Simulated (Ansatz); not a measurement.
## NaHgF3 (built on the sites of a database entry of KHgF3): relaxing the cell for a phonon run

Task: relax NaHgF3 (built on the sites of a database entry of KHgF3) tightly.

Method: DFT PBEsol, scalar-relativistic, plane waves, norm-conserving pseudopotentials, in Ansatz 0.2.0.

This is a report of a sequence of runs, with most program output left out.

The structure was built from a prototype and need not be the compound's stable phase.

## (1) The starting structure

The structure is orthorhombic, space group Cmmm (No. 65). The conventional cell has a = 5.554 Å, b = 5.626 Å, c = 3.946 Å, α = 90.00°, β = 90.00°, γ = 90.00°. Nearest to Na lie 12 F at 2.78 to 2.81 Å. Hg has 6 F at 1.97 to 1.98 Å nearest. Nearest to F lie 2 Hg at 1.97 Å and 4 Na at 2.78 to 2.81 Å. F has 2 Hg at 1.98 Å and 4 Na at 2.79 Å nearest. Farther neighbours and most contacts between anions are not listed.

## (2) A coarse first look

First a cheap look: the gap decides the mesh and the occupations, the pressure tells how far the cell has to move.

File input.yaml:

```yaml
crystal:
  lattice:
    - [2.77725, -2.81308, 0.0]
    - [2.77725, 2.81308, 0.0]
    - [0.0, 0.0, 3.94638]
  atoms:
    - { symbol: Na, position: [0.0, 0.0, 0.5] }
    - { symbol: Hg, position: [0.5, 0.5, 0.0] }
    - { symbol: F, position: [0.5, 0.5, 0.5] }
    - { symbol: F, position: [0.5, 0.0, 0.0] }
    - { symbol: F, position: [0.0, 0.5, 0.0] }
kpoints:
  mp_grid: { grid: [4, 4, 4] }
hamiltonian:
  xc: pbesol
  pseudopotentials: { kind: nc }
scf:
  occupations: { method: gaussian, width: 0.1 }
output:
  forces: true
  stress: true
  eigenvalues: true
```

Command:

```bash
$ ansatz run input.yaml --threads 4 --pin off --max-ram 14336MiB --backend cpu --events-out ev --progress --plain --runs-dir out
```

Wall time 3.9 s (4 threads of Intel Xeon Platinum 8488C (Sapphire Rapids), shared host); peak memory 0.6 GiB.

Numbers from this step:

```
pressure          : 56.74 GPa
volume per atom   : 12.33 Å³
gap on the k-mesh : 0 eV
```

The coarse mesh shows no gap and a pressure of 56.7 GPa.

## (3) Rough relaxation

The start is far from rest, so a relaxation with loose tolerances brings it close first.

Edit input.yaml of step 2 so:

```diff
@@ -12,3 +12,3 @@
 kpoints:
-  mp_grid: { grid: [4, 4, 4] }
+  mp_grid: { grid: [6, 6, 6] }
 hamiltonian:
@@ -22 +22,6 @@
   eigenvalues: true
+relax:
+  adjacent_minimum: "off"
+  f_tol: 0.05
+  max_steps: 80
+  cell: { stress_tol: 0.5 }
```

The job ended after 61 s (4 threads; peak memory 0.95 GiB).

Step by step:

| step | energy less that of the first step (eV) | largest force component (eV/Å) | pressure (GPa) | volume (Å³) |
| --- | --- | --- | --- | --- |
| 1 | 0.0000 | 0.0000 | 56.17 | 61.66 |
| 2 | -2.2833 | 0.0000 | 25.23 | 71.05 |
| 3 | -3.2459 | 0.0000 | 7.23 | 81.09 |
| 4 | -3.3732 | 0.0000 | 1.37 | 85.95 |
| 5 | -3.3786 | 0.0000 | 0.07 | 87.17 |
| 6* | -3.4711 | 0.0000 | 2.29 | 87.17 |
| 7 | -3.4912 | 0.0000 | 0.63 | 89.41 |
| 8 | -3.4931 | 0.0000 | 0.04 | 90.30 |
| 9* | -3.4931 | 0.0000 | 0.04 | 90.30 |

Relaxation steps marked * repeat the geometry before them on a plane-wave basis chosen anew for their cell, so energy and pressure can jump there.

The run keeps the 8 symmetry operations that it works with, so distortions that break them were not tested.

| cell as run | before | after | change |
| --- | --- | --- | --- |
| a (Å) | 3.953 | 4.487 | +13.5 % |
| b (Å) | 3.953 | 4.487 | +13.5 % |
| c (Å) | 3.946 | 4.486 | +13.7 % |
| γ (°) | 90.73 | 90.50 | -0.3 % |
| volume (Å³/atom) | 12.33 | 18.06 | +46.4 % |

Final coordinates:

```cif
data_structure
_symmetry_space_group_name_H-M 'P 1'
_symmetry_Int_Tables_number 1
_cell_length_a 4.4867
_cell_length_b 4.4867
_cell_length_c 4.4861
_cell_angle_alpha 90.000
_cell_angle_beta 90.000
_cell_angle_gamma 90.503
_cell_volume 90.30
loop_
_atom_site_label
_atom_site_type_symbol
_atom_site_fract_x
_atom_site_fract_y
_atom_site_fract_z
_atom_site_occupancy
Na1 Na 0.00000 0.00000 0.50000 1
Hg2 Hg 0.50000 0.50000 0.00000 1
F3 F 0.50000 0.50000 0.50000 1
F4 F 0.50000 0.00000 0.00000 1
F5 F 0.00000 0.50000 0.00000 1
```

This step gave:

```yaml
pressure: 0.03543 GPa
volume_per_atom: 18.06 Å³
gap_on_the_k_mesh: 0.2316 eV
direct_gap_on_mesh: 3.002 eV
```

In this step the volume went from 12.33 to 18.06 Å³/atom.

## (4) Bringing the structure to rest

The cell and atoms are relaxed, since residual forces and stress would shift the frequencies.

File input.yaml:

```yaml
crystal:
  lattice:
    - [3.1585942572, -3.1864620418, 0.0]
    - [3.1585942572, 3.1864620418, 0.0]
    - [0.0, 0.0, 4.4860857303]
  atoms:
    - { symbol: Na, position: [0.0, 0.0, 0.5] }
    - { symbol: Hg, position: [0.5, 0.5, 0.0] }
    - { symbol: F, position: [0.5, 0.5, 0.5] }
    - { symbol: F, position: [0.5, 0.0, 0.0] }
    - { symbol: F, position: [0.0, 0.5, 0.0] }
kpoints:
  mp_grid: { grid: [8, 8, 8] }
hamiltonian:
  xc: pbesol
  pseudopotentials: { kind: nc }
scf:
  occupations: { method: gaussian, width: 0.01 }
output:
  forces: true
  stress: true
  eigenvalues: true
relax:
  adjacent_minimum: "off"
  f_tol: 0.005
  max_steps: 80
  cell: { stress_tol: 0.05 }
```

Wall time 47 s (4 threads); peak memory 1.3 GiB.

Little changed from the start: no atom moved by 0.005 Å and no cell edge by 0.1 %.

Numbers from this step:

| Quantity | Value |
| --- | --- |
| pressure | 0.002357 GPa |
| gap on the k-mesh | 0.2320 eV |
| volume per atom | 18.07 Å³ |
| direct gap on mesh | 2.999 eV |

In this step the volume went from 18.06 to 18.07 Å³/atom.

## (5) Relaxing to small forces for the phonons

Phonons need a cell at rest on their own settings, so the relaxation is repeated with tight tolerances on forces and stress, using the mesh and the filling of the phonon run that follows.

input.yaml, the sections that differ from step 4:

```yaml
crystal:
  lattice:
    - [3.1606516325, -3.1856533588, 0.0]
    - [3.1606516325, 3.1856533588, 0.0]
    - [0.0, 0.0, 4.4872353774]
  atoms:
    - { symbol: Na, position: [0.0, 0.0, 0.5] }
    - { symbol: Hg, position: [0.5, 0.5, 0.0] }
    - { symbol: F, position: [0.5, 0.5, 0.5] }
    - { symbol: F, position: [0.5, 0.0, 0.0] }
    - { symbol: F, position: [0.0, 0.5, 0.0] }
relax:
  adjacent_minimum: "off"
  f_tol: 0.001
  max_steps: 60
  cell: { stress_tol: 0.01 }
# kpoints, hamiltonian, scf, output: as in step 4
```

Wall time 53 s (4 threads); peak memory 1.3 GiB.

The steps of the relaxation:

```
step  energy less that of the first step (eV)  largest force component (eV/Å)  pressure (GPa)  volume (Å³)
   1                                   0.0000                          0.0000            0.00        90.36
   2                                   0.0000                          0.0000            0.00        90.37
   3                                  -0.0001                          0.0000            0.00        90.37
  4*                                  -0.0001                          0.0000            0.00        90.37
```

Relaxation steps marked * repeat the geometry before them on a plane-wave basis chosen anew for their cell, so energy and pressure can jump there.

Forces are held to the 8 operations that the run works with; a distortion that breaks them can't arise in this run.

```
     cell as run  before  after  change
           a (Å)   4.488  4.487  -0.0 %
           b (Å)   4.488  4.487  -0.0 %
           c (Å)   4.487  4.488  +0.0 %
           γ (°)   90.45  90.01  -0.5 %
volume (Å³/atom)   18.07  18.07  +0.0 %
```

Final coordinates:

```
Na Hg F
1.0
     3.17278   -3.17312    0.00000
     3.17278    3.17312    0.00000
     0.00000    0.00000    4.48794
Na Hg F
1 1 3
Direct
  0.00000 0.00000 0.50000
  0.50000 0.50000 0.00000
  0.50000 0.50000 0.50000
  0.50000 0.00000 0.00000
  0.00000 0.50000 0.00000
```

Numbers from this step:

```
pressure           : 0.001322 GPa
gap on the k-mesh  : 0.2317 eV
direct gap on mesh : 3.007 eV
```

The forces vanish by symmetry and the pressure is 0.001 GPa, within the tolerances set. The cell now holds 18.07 Å³/atom. Within 0.01 Å the structure now has space group Pm-3m, not the Cmmm of the start.

## (6) Results

```yaml
space_group_after_relaxation_within_0p01_a: Pm-3m
lattice_constant_a: 4.487 Å
lattice_constant_b: 4.487 Å
lattice_constant_c: 4.487 Å
volume_per_atom: 18.1 Å³
gap_on_the_k_mesh: 0.232 eV
```

The forces vanish by symmetry and the pressure is 0.001 GPa, within the tolerances set. The cell now holds 18.07 Å³/atom. Within 0.01 Å the structure now has space group Pm-3m, not the Cmmm of the start. The relaxation keeps the symmetry of its start, so it says nothing on stability against lower symmetry. The relaxed cell left the space group of the starting entry, even within 0.1 Å, so it may not be the phase that the entry, or a measurement on it, describes. Spin-orbit coupling is left out, which can matter for the heavy elements here. The starting cell was built on a prototype and not taken from a measurement, so the phase need not exist.

[Logs are printed without paths, hosts, clocks, repeated set-up lines and the standing remarks that a program may print on its own settings, such as how far it seeks lower states.]

[Hosts, paths, dates, database ids (printed as entryN), source tags and the programs' standing remarks are cut or masked in the printed files.]
